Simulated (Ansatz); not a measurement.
# AgB (built on the sites of a database entry of InAg): following an unstable mode, part 2 of 3

Which phase does AgB (built on the sites of a database entry of InAg) fall into along its unstable mode, and how much energy does it gain?

Ansatz 0.2.0; DFT PBEsol, scalar-relativistic, plane waves, PAW.

So far, highest frequency on the path or at a solved wavevector (cm⁻¹): step 2 (phonons on a q mesh) 305. Also lowest frequency on the path (cm⁻¹): step 2 -142.

The structure was built from a prototype and need not be the compound's stable phase.

**4. The mode frozen in, largest atomic shift 0.6 Å**

The atoms are moved along the unstable eigenvector, the largest shift by 0.6 Å, with the cell fixed.

The input, input.yaml:

```yaml
crystal:
  lattice:
    - [0.0, -2.8609203463, -2.8609203463]
    - [0.0, -2.8609203463, 2.8609203463]
    - [-5.7218406927, -2.8609203463, 0.0]
  atoms:
    - { symbol: B, position: [0.4798613606, 0.7701386394, 0.25] }
    - { symbol: B, position: [0.7701386394, 0.4798613606, 0.25] }
    - { symbol: B, position: [0.0201386394, 0.7298613606, 0.75] }
    - { symbol: B, position: [0.7298613606, 0.0201386394, 0.75] }
    - { symbol: Ag, position: [0.470995337, 0.470995337, 0.0] }
    - { symbol: Ag, position: [1.029004663, 0.029004663, 0.0] }
    - { symbol: Ag, position: [0.25, 0.25, 0.5] }
    - { symbol: Ag, position: [0.75, 0.75, 0.5] }
kpoints:
  mp_grid: { grid: [10, 10, 10] }
hamiltonian:
  xc: pbesol
scf:
  occupations: { method: methfessel_paxton, width: 0.2 }
output:
  forces: true
  stress: true
  eigenvalues: true
```

Command:

```console
ansatz run input.yaml --threads 4 --pin off --max-ram 7168MiB --backend cpu --events-out ev --progress --plain --runs-dir out
```

Numbers of over 12 decimals in the logs are rounded to 6 here.

What it wrote:

```text
[...]
Crystal: 8 atoms, lattice volume = 93.665 Å³
Basis set: ecut = 420 eV, 1839 PW (Γ), exchange–correlation on 60×60×90 points (8 copies of the dense FFT grid, shifted against one another)
Bands: 53, of which v1, the nominal top of the filled ones, is band 44 counted from 1 (43 counted from 0)
Symmetry: 8 space group operations
[...]
k-points: 171 of 1000
[...]
k-point 0: bands = [... 40 lower, 14.8185, 15.2867, 15.6285, 15.8559, 16.5089, 17.0264, 17.1859, 17.4383, ... 5 higher]
  k-point 1: bands = [... 40 lower, 15.1313, 15.3496, 15.4515, 16.0107, 16.0246, 17.0530, 17.3978, 17.5724, ... 5 higher]
  k-point 2: bands = [... 40 lower, 15.2028, 15.4288, 15.5275, 15.6889, 16.2012, 16.6956, 17.2757, 18.3597, ... 5 higher]
  k-point 170: bands = [... 40 lower, 13.4367, 13.5154, 13.5740, 13.5752, 16.8727, 18.0507, 19.5252, 19.5396, ... 5 higher]
[key lines of the parts left out:]
SCF converged after 8 iterations
Free energy (F): -30689.759378 eV
Fermi energy:    16.320032 eV
P = ⅓ Tr σ = 13.7343 GPa (137.343 kbar)
```

The job ended after 22 s (4 threads of Arm Neoverse N1, shared host; peak memory 0.82 GiB).

This step gave:

| Property | Result |
| --- | --- |
| pressure | 13.73 GPa |
| energy from the undistorted cell | -76.60 meV/atom |

The energy, extrapolated to zero smearing, is -76.60 meV/atom against the undistorted cell.

The run ends at a pressure of 13.73 GPa, with forces up to 1.4 eV/Å.

**5. Energy along the mode, all amplitudes (two of the runs are shown above)**

An imaginary frequency means negative curvature, so the energy should fall and then rise again as anharmonic terms take over.

Numbers from this step:

```
depth at the lowest point sampled  : 76.60 meV/atom
largest atomic shift at that point : 0.6 Å
```

The energy from the parent by largest atomic shift:

| largest atomic shift (Å) | energy from the parent (meV/atom) |
| --- | --- |
| 0.000 | 0 |
| 0.040 | -0.368 |
| 0.080 | -1.47 |
| 0.140 | -4.51 |
| 0.220 | -12.4 |
| 0.320 | -30.8 |
| 0.450 | -68.8 |
| 0.600 | -76.6 |

Displacement at unit largest shift by atom:

| atom | x (Å) | y (Å) | z (Å) | size |
| --- | --- | --- | --- | --- |
| B1 | 0.00 | 0.00 | -1.00 | 1.00 |
| B2 | 0.00 | 0.00 | 1.00 | 1.00 |
| B3 | 0.00 | 0.00 | 1.00 | 1.00 |
| B4 | 0.00 | 0.00 | -1.00 | 1.00 |
| Ag5 | 0.00 | 0.28 | 0.00 | 0.28 |
| Ag6 | 0.00 | -0.28 | 0.00 | 0.28 |
| Ag7 | 0.00 | 0.00 | 0.00 | 0.00 |
| Ag8 | 0.00 | 0.00 | 0.00 | 0.00 |

The lowest of the steps tried is the last one, at 0.6 Å, 76.6 meV/atom below the parent; the bottom of the well need not coincide with a step.

**6. Relaxation from the frozen mode**

Starting from the lowest point found, all atoms and the cell are let go, so that strain and other modes of the same symmetry can join in.

input.yaml: that of step 4 with these lines changed.

```diff
@@ -24 +24,10 @@
   eigenvalues: true
+  write_density: true
+  write_potential: true
+  elf: true
+  volumetric_format: npy
+relax:
+  adjacent_minimum: "off"
+  f_tol: 0.002
+  max_steps: 120
+  cell: { stress_tol: 0.03 }
```

What it wrote:

```text
[...]
Crystal: 8 atoms, lattice volume = 93.665 Å³
Basis set: ecut = 420 eV, 1839 PW (Γ), exchange–correlation on 60×60×90 points (8 copies of the dense FFT grid, shifted against one another)
Bands: 53, of which v1, the nominal top of the filled ones, is band 44 counted from 1 (43 counted from 0)
Symmetry: 8 space group operations
[...]
k-points: 171 of 1000
[...]
SCF iter   1: F=—  HF=-30689.788097 eV  |F-HF|=—  |Δ(HF+E_count)|=         —  Δρ=1.12e-2  dr2=9.00e-2  ethr=1.77e-3  ⟨swp⟩=5.5  Hψ=28760  notcnv=0
[...]
SCF iter   8: F=-30689.759378 eV  HF=-30689.759378 eV  |F-HF|=3.41e-9  |Δ(HF+E_count)|=   1.71e-8  S|Δr|=    0.00e0  Δρ=1.97e-6  dr2=6.03e-9  ethr=1.14e-10  ⟨swp⟩=11.0  Hψ=51113  notcnv=0
SCF 1 converged in 8 iterations: F = -30689.759378 eV  dr2 = 6.03e-9
[...]
relax step   1: F+E_penalty+E_count = -30689.75937837 eV  Δ(F+E_penalty+E_count) = +0.000e0 eV  max|allowed force component| = 1.034e0 eV/Å  Δτ_max = 0.0000 Å  P = +13.734 GPa  Ω = 93.665 Å³  (8 SCF iters, dr2 threshold 1.00e-7 eV, accepted)
Crystal: 8 atoms, lattice volume = 96.397 Å³
Basis set: ecut = 420 eV, 1893 PW (Γ), exchange–correlation on 60×60×90 points (8 copies of the dense FFT grid, shifted against one another)
[...]
SCF iter   7: F=-30690.714427 eV  HF=-30690.714428 eV  |F-HF|=2.06e-7  |Δ(HF+E_count)|=   9.56e-7  S|Δr|=    0.00e0  Δρ=1.25e-5  dr2=2.98e-7  ethr=9.09e-10  ⟨swp⟩=6.9  Hψ=59247  notcnv=0
SCF 2 converged in 7 iterations: F = -30690.714427 eV  dr2 = 2.98e-7
[...]
relax step   2: F+E_penalty+E_count = -30690.71442749 eV  Δ(F+E_penalty+E_count) = -9.550e-1 eV  max|allowed force component| = 8.690e-1 eV/Å  Δτ_max = 0.0450 Å  P = +4.616 GPa  Ω = 96.397 Å³  energy of the carried Pulay correction = -2.151e-3 eV  (7 SCF iters, dr2 threshold 8.00e-7 eV, accepted)
Crystal: 8 atoms, lattice volume = 95.949 Å³
Basis set: ecut = 420 eV, 1861 PW (Γ), exchange–correlation on 60×60×90 points (8 copies of the dense FFT grid, shifted against one another)
[...]
SCF iter   8: F=-30691.341631 eV  HF=-30691.341631 eV  |F-HF|=3.80e-8  |Δ(HF+E_count)|=   1.83e-7  S|Δr|=    0.00e0  Δρ=5.22e-6  dr2=5.50e-8  ethr=9.09e-10  ⟨swp⟩=8.6  Hψ=52568  notcnv=0
SCF 3 converged in 8 iterations: F = -30691.341631 eV  dr2 = 5.50e-8
relax step   3: F+E_penalty+E_count = -30691.34163139 eV  Δ(F+E_penalty+E_count) = -6.272e-1 eV  max|allowed force component| = 5.996e-1 eV/Å  Δτ_max = 0.0837 Å  P = +2.835 GPa  Ω = 95.949 Å³  energy of the carried Pulay correction = -1.802e-3 eV  (8 SCF iters, dr2 threshold 8.00e-7 eV, accepted)
[... from here on, the SCF cycles and remarks between the steps are left out ...]
relax step   4: F+E_penalty+E_count = -30691.82594311 eV  Δ(F+E_penalty+E_count) = -4.843e-1 eV  max|allowed force component| = 5.702e-1 eV/Å  Δτ_max = 0.1189 Å  P = +2.115 GPa  Ω = 96.760 Å³  energy of the carried Pulay correction = -2.432e-3 eV  (8 SCF iters, dr2 threshold 8.00e-7 eV, accepted)
relax step   5: F+E_penalty+E_count = -30692.24833145 eV  Δ(F+E_penalty+E_count) = -4.224e-1 eV  max|allowed force component| = 9.299e-1 eV/Å  Δτ_max = 0.1818 Å  P = +2.635 GPa  Ω = 97.749 Å³  energy of the carried Pulay correction = -3.192e-3 eV  (8 SCF iters, dr2 threshold 8.00e-7 eV, accepted)
relax step   6: F+E_penalty+E_count = -30692.25157067 eV  Δ(F+E_penalty+E_count) = -3.239e-3 eV  max|allowed force component| = 9.957e-1 eV/Å  Δτ_max = 0.0475 Å  P = +2.379 GPa  Ω = 99.397 Å³  energy of the carried Pulay correction = -4.443e-3 eV  (6 SCF iters, dr2 threshold 8.00e-7 eV, accepted)
relax step   7: F+E_penalty+E_count = -30692.30787260 eV  Δ(F+E_penalty+E_count) = -5.630e-2 eV  max|allowed force component| = 4.395e-2 eV/Å  Δτ_max = 0.0320 Å  P = -0.615 GPa  Ω = 100.374 Å³  energy of the carried Pulay correction = -5.174e-3 eV  (7 SCF iters, dr2 threshold 8.00e-7 eV, accepted)
relax step   8: F+E_penalty+E_count = -30692.30909930 eV  Δ(F+E_penalty+E_count) = -1.227e-3 eV  max|allowed force component| = 5.017e-2 eV/Å  Δτ_max = 0.0062 Å  P = +0.581 GPa  Ω = 99.543 Å³  energy of the carried Pulay correction = -4.553e-3 eV  (5 SCF iters, dr2 threshold 8.00e-7 eV, accepted)
relax step   9: F+E_penalty+E_count = -30692.31002654 eV  Δ(F+E_penalty+E_count) = -9.272e-4 eV  max|allowed force component| = 3.136e-3 eV/Å  Δτ_max = 0.0021 Å  P = +0.008 GPa  Ω = 99.883 Å³  energy of the carried Pulay correction = -4.807e-3 eV  (5 SCF iters, dr2 threshold 8.00e-7 eV, accepted)
relax step  10: F+E_penalty+E_count = -30692.31001856 eV  Δ(F+E_penalty+E_count) = +7.983e-6 eV  max|allowed force component| = 1.301e-4 eV/Å  Δτ_max = 0.0003 Å  P = -0.001 GPa  Ω = 99.898 Å³  energy of the carried Pulay correction = -4.819e-3 eV  (5 SCF iters, dr2 threshold 6.15e-10 eV, accepted)
relax step  11: F+E_penalty+E_count = -30692.38021092 eV  Δ(F+E_penalty+E_count) = -7.019e-2 eV  max|allowed force component| = 2.159e-2 eV/Å  Δτ_max = 0.0000 Å  P = +1.055 GPa  Ω = 99.898 Å³  stress off target by 2.94e0 GPa  SCF on the basis re-selected at this cell (its energy is not comparable with the rows above)  (8 SCF iters)
relax step  12: F+E_penalty+E_count = -30692.39490454 eV  Δ(F+E_penalty+E_count) = -1.469e-2 eV  max|allowed force component| = 2.159e-2 eV/Å  Δτ_max = 0.0064 Å  P = +0.251 GPa  Ω = 100.568 Å³  energy of the carried Pulay correction = -4.433e-4 eV  (5 SCF iters, dr2 threshold 8.00e-7 eV, accepted)
relax step  13: F+E_penalty+E_count = -30692.39692823 eV  Δ(F+E_penalty+E_count) = -2.024e-3 eV  max|allowed force component| = 7.700e-2 eV/Å  Δτ_max = 0.0062 Å  P = +0.215 GPa  Ω = 100.899 Å³  energy of the carried Pulay correction = -6.649e-4 eV  (5 SCF iters, dr2 threshold 8.00e-7 eV, accepted)
relax step  14: F+E_penalty+E_count = -30692.39769980 eV  Δ(F+E_penalty+E_count) = -7.716e-4 eV  max|allowed force component| = 3.462e-3 eV/Å  Δτ_max = 0.0046 Å  P = +0.001 GPa  Ω = 100.892 Å³  energy of the carried Pulay correction = -6.535e-4 eV  (5 SCF iters, dr2 threshold 3.73e-7 eV, accepted)
relax step  15: F+E_penalty+E_count = -30692.39769478 eV  Δ(F+E_penalty+E_count) = +5.019e-6 eV  max|allowed force component| = 1.127e-3 eV/Å  Δτ_max = 0.0003 Å  P = -0.004 GPa  Ω = 100.900 Å³  energy of the carried Pulay correction = -6.608e-4 eV  (5 SCF iters, dr2 threshold 7.49e-10 eV, accepted)
[...]
SCF iter   5: F=-30692.398444 eV  HF=-30692.398444 eV  |F-HF|=1.46e-11  |Δ(HF+E_count)|=  9.09e-11  S|Δr|=    0.00e0  Δρ=1.13e-7  dr2=1.46e-11  ethr=1.00e-12  ⟨swp⟩=5.7  Hψ=39296  notcnv=0
SCF 16 converged in 5 iterations: F = -30692.398444 eV  dr2 = 1.46e-11
relax step  16: F+E_penalty+E_count = -30692.39844362 eV  Δ(F+E_penalty+E_count) = -7.488e-4 eV  max|allowed force component| = 1.091e-3 eV/Å  Δτ_max = 0.0000 Å  P = -0.007 GPa  Ω = 100.900 Å³  stress off target by 2.19e-2 GPa  SCF on the basis re-selected at this cell (its energy is not comparable with the rows above)  (5 SCF iters)
[...]
SCF converged after 5 iterations
[...]
Free energy (F): -30692.398444 eV
[...]
Internal energy: -30692.401120 eV  (E = F + TS)
E sigma→0 (E₀):  -30692.399113 eV
Entropy (-TS):   0.002676 eV (0.335 meV/atom)
Fermi energy:    14.906321 eV
[...]
--- Forces (eV/Å), atoms counted from 1 ---
  atom   1  B     -0.00017803     0.00000000     0.00109135
  atom   2  B     -0.00017803     0.00000000    -0.00109135
  atom   3  B      0.00017803     0.00000000    -0.00109135
  atom   4  B      0.00017803     0.00000000     0.00109135
  atom   5  Ag     0.00000000     0.00028895     0.00000000
  atom   6  Ag    -0.00000000    -0.00028895    -0.00000000
  atom   7  Ag     0.00000000     0.00000000     0.00000000
  atom   8  Ag     0.00000000     0.00000000     0.00000000
  max |Σ_I F_I| component: 5.42e-20 eV/Å
--- Stress (GPa, compression-positive) ---
       -0.001964       0.000000      -0.000000
        0.000000       0.004094      -0.000000
       -0.000000      -0.000000      -0.021868
  P = ⅓ Tr σ = -0.0066 GPa (-0.066 kbar)
--- Band table (eV; the first three rows and the last of 171) ---
  k-point 0: bands = [... 40 lower, 12.9953, 13.5088, 13.6223, 14.2299, 14.8134, 16.5446, 16.6023, 16.9038, ... 5 higher]
  k-point 1: bands = [... 40 lower, 13.0049, 13.5736, 13.9557, 14.0534, 14.7742, 16.5429, 16.7812, 16.8877, ... 5 higher]
  k-point 2: bands = [... 40 lower, 13.0313, 13.6688, 13.7504, 14.3377, 14.6687, 16.3794, 16.8490, 17.3512, ... 5 higher]
  k-point 170: bands = [... 40 lower, 11.3082, 12.3319, 12.8727, 12.9752, 15.2669, 17.0671, 17.2657, 18.1913, ... 5 higher]
--- Relaxed structure (14 steps of the walk, 14 accepted, 2 SCFs on fresh bases) ---
  F+E_penalty+E_count = -30692.39844362 eV   max|allowed force component| = 1.091e-3 eV/Å   (the final SCF, on the basis selected at the relaxed cell)
  cell:  # Å, volume = 100.9002 Å³
    - [0.0, -3.493432, -2.717858]
    - [0.0, -3.493432, 2.717858]
    - [-5.313530, -3.493432, 0.0]
  atoms:
    - { symbol: B, position: [0.511590, 0.814538, 0.173872] }
    - { symbol: B, position: [0.814538, 0.511590, 0.173872] }
    - { symbol: B, position: [-0.011590, 0.685462, 0.826128] }
    - { symbol: B, position: [0.685462, -0.011590, 0.826128] }
    - { symbol: Ag, position: [0.433245, 0.433245, -3.031757731720826e-19] }
    - { symbol: Ag, position: [1.066755, 0.066755, -3.031757731720826e-19] }
    - { symbol: Ag, position: [0.25, 0.25, 0.5] }
    - { symbol: Ag, position: [0.75, 0.75, 0.5] }
```

Wall time 6.9 min (4 threads); peak memory 0.93 GiB.

Step by step:

| step | energy less that of the first step (eV) | largest force component (eV/Å) | pressure (GPa) | volume (Å³) |
| --- | --- | --- | --- | --- |
| 1 | 0.0000 | 1.0345 | 13.73 | 93.66 |
| 2 | -0.9550 | 0.8690 | 4.62 | 96.40 |
| 3 | -1.5823 | 0.5996 | 2.83 | 95.95 |
| 4 | -2.0666 | 0.5702 | 2.11 | 96.76 |
| 5 | -2.4890 | 0.9299 | 2.63 | 97.75 |
| 6 | -2.4922 | 0.9957 | 2.38 | 99.40 |
| 7 | -2.5485 | 0.0439 | -0.61 | 100.37 |
| 8 | -2.5497 | 0.0502 | 0.58 | 99.54 |
| 9 | -2.5506 | 0.0031 | 0.01 | 99.88 |
| 10 | -2.5506 | 0.0001 | 0.00 | 99.90 |
| 11* | -2.6208 | 0.0216 | 1.06 | 99.90 |
| 12 | -2.6355 | 0.0216 | 0.25 | 100.57 |
| 13 | -2.6375 | 0.0770 | 0.21 | 100.90 |
| 14 | -2.6383 | 0.0035 | 0.00 | 100.89 |
| 15 | -2.6383 | 0.0011 | 0.00 | 100.90 |
| 16* | -2.6391 | 0.0011 | -0.01 | 100.90 |

Relaxation steps marked * repeat the geometry before them on a plane-wave basis chosen anew for their cell, so energy and pressure can jump there.

Forces are held to the 8 operations that the run works with; a distortion that breaks them can't arise in this run.

| cell as run | before | after | change |
| --- | --- | --- | --- |
| a (Å) | 4.046 | 4.426 | +9.4 % |
| b (Å) | 4.046 | 4.426 | +9.4 % |
| c (Å) | 6.397 | 6.359 | -0.6 % |
| α (°) | 71.57 | 64.30 | -10.1 % |
| β (°) | 71.57 | 64.30 | -10.1 % |
| γ (°) | 90.00 | 75.77 | -15.8 % |
| volume (Å³/atom) | 11.71 | 12.61 | +7.7 % |

The atoms that moved most (Å, as changes of fractional coordinates times the final cell):

| atom | dx | dy | dz | length |
| --- | --- | --- | --- | --- |
| B1 | 0.405 | 0.000 | 0.034 | 0.406 |
| B2 | 0.405 | 0.000 | -0.034 | 0.406 |
| B3 | -0.405 | 0.000 | -0.034 | 0.406 |
| B4 | -0.405 | 0.000 | 0.034 | 0.406 |
| Ag6 | 0.000 | -0.264 | 0.000 | 0.264 |
| Ag5 | 0.000 | 0.264 | 0.000 | 0.264 |

This step gave:

```yaml
pressure: -0.006579 GPa
volume_per_atom: 12.61 Å³
```

Electrostatic potential energy in the ac plane of the conventional cell at fractional y = 0.000, with atoms of B within 0.2 Å of it. With pseudopotentials it is smooth inside the atoms' cores, unlike the true potential.

Ten even steps from '_' (-47 eV) to '@' (19 eV), each cell a mean:
```
%%@@@@%%##++##%%%%****%%@@@@@@
@@@@@@##::__::##++____++%%@@@@
@@@@@@##::__--##++....++%%@@@@
@@@@@@@@%%##%%@@%%####%%@@@@@@
@@@@@@@@@@@@@@@@@@@@@@@@@@@@@@
@@@@@@@@@@@@@@@@@@@@@@@@@@@@@@
@@@@@@@@@@@@@@@@@@@@@@@@@@@@@@
@@@@@@@@@@@@@@@@@@@@@@@@@@@@@@
%%**==**%%@@@@@@@@@@@@##++++%%
##::__::##@@@@@@@@@@%%==____++
##==..==%%@@@@@@@@@@%%**::::**
%%%%##%%@@@@@@%%%%@@@@%%####%%
%%##++##%%@@@@%%@@@@@@%%****%%
##::__::##@@@@@@@@@@%%++____++
##--__--##@@@@@@@@@@%%++....++
@@%%##%%@@@@@@@@@@@@@@%%####%%
@@@@@@@@@@@@@@@@@@@@@@@@@@@@@@
@@@@@@@@@@@@@@@@@@@@@@@@@@@@@@
@@@@@@@@@@@@@@@@@@@@@@@@@@@@@@
@@@@@@@@@@@@@@@@@@@@@@@@@@@@@@
@@@@@@%%**==**%%##++++##@@@@@@
@@@@@@##..__::##==____==%%@@@@
@@@@@@##--..==##**::::**%%@@@@
%%@@@@@@%%##%%@@%%####%%@@@@%%
```
Columns run along a (5.4 Å; values clipped at the 3rd and 97th percentile), rows up along c (10.6 Å), edges of the conventional cell, whose origin can differ from the input's. Atoms in or near the plane, at fractional coordinates: B at (0.85, 0.41), B at (0.35, 0.91), B at (0.15, 0.41), B at (0.65, 0.91), B at (0.65, 0.09), B at (0.15, 0.59), B at (0.35, 0.09), B at (0.85, 0.59).

(Continued in part 3 of 3.)

[Logs are printed without paths, hosts, clocks, repeated set-up lines and the standing remarks that a program may print on its own settings, such as how far it seeks lower states.]

[Hosts, paths, dates, database ids (printed as entryN), source tags and the programs' standing remarks are cut or masked in the printed files.]
